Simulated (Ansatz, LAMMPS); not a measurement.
# Static equation of state of glassy 69SiO2-19Al2O3-6SrO-6Li2O (mol %) (106 atoms)

Density of this cell: 2.66 g/cm³. The cell holds 106 atoms: 22 Si, 12 Al, 2 Sr, 4 Li and 66 O. Cell: a = 10.993 Å, b = 11.066 Å, c = 11.327 Å, α = 87.7°, β = 89.2°, γ = 88.2°. The starting structure: 106 atoms (22 Si, 12 Al, 2 Sr, 4 Li, 66 O) placed at random at 2.56 g/cm³, melted at 4000 K for 10 ps at fixed volume with the Morse and Coulomb pair potential with partial charges (Pedone, Malavasi, Menziani, Cormack and Segre, J. Phys. Chem. B 110, 11780 (2006)). Quenched from 4000 K to 300 K at 50 K/ps and fixed volume, held 5 ps.

Calculated with Ansatz 0.2.0: Kohn-Sham DFT, PBE, PAW (set soft_2), plane waves; cutoff 420 eV, Γ point, fixed occupations. Cell and atoms were relaxed first, to V0 = 12.981 Å³ an atom at a residual P0 = -0.010 GPa. The cell was then scaled evenly, and the atoms were relaxed at each volume.

```
volume (Å³/atom)  pressure (GPa)
          11.683               ?
          12.202           3.888
          12.591           1.924
          13.370          -1.854
          13.760          -3.562
```

**Question.** Fit the third-order Birch–Murnaghan equation to the rows given and extrapolate to the withheld row.

Worked fit:

Take the Eulerian strain f = ½[(V0/V)^(2/3) − 1] and the normalised pressure F = (P − P0) / [3f(1 + 2f)^(5/2)]. The third-order Birch–Murnaghan equation is then the line F = B0 + (3/2)B0(B′ − 4) f, so u = f and v = F.

| u = f | v = F (GPa) |
| --- | --- |
| 0.0210566 | 55.6619 |
| 0.0102570 | 59.7510 |
| -0.00975658 | 66.1940 |
| -0.0190507 | 68.4897 |

With n = 4: mean u = 6.2660e-4, mean v = 62.5242, Σ(u − ū)² = 0.0010051, Σ(u − ū)(v − v̄) = -0.32239. Slope b = -0.32239 / 0.0010051 = -320.75; intercept a = v̄ − b ū = 62.725.

So B0 = a = 62.7 GPa and B′ = 4 + 2b/(3a) = 0.591. At the withheld volume f = 0.03638, F = a + b f = 51.06 GPa, and P = P0 + 3f(1 + 2f)^(5/2) F.

Prediction at 11.683: 6.632 GPa. The run gave 6.696 GPa, so the fit is low by 0.064 GPa (0.95 % of the value).

Among the rows given, the largest miss of the fit is at 12.202, by 0.022 GPa (0.21 % of the range of the table).

Limits: Static cells at zero temperature; the cell shape is held. The program notes that the SCF threshold of these relaxations is loose for the stress. The quench rate of 50 K/ps is many orders above laboratory rates, so the cell is likely richer in defects and strain than a real sample. The network of bonds at the start is that of the classical potential that made the cell, and needn't be the one that DFT or experiment would give. Only the Γ point is sampled, in a cell whose shortest periodic width is 11 Å.

[Logs are printed without paths, hosts, clocks, repeated set-up lines and the standing remarks that a program may print on its own settings, such as how far it seeks lower states.]

[Hosts, paths, dates, database ids (printed as entryN), source tags and the programs' standing remarks are cut or masked in the printed files.]
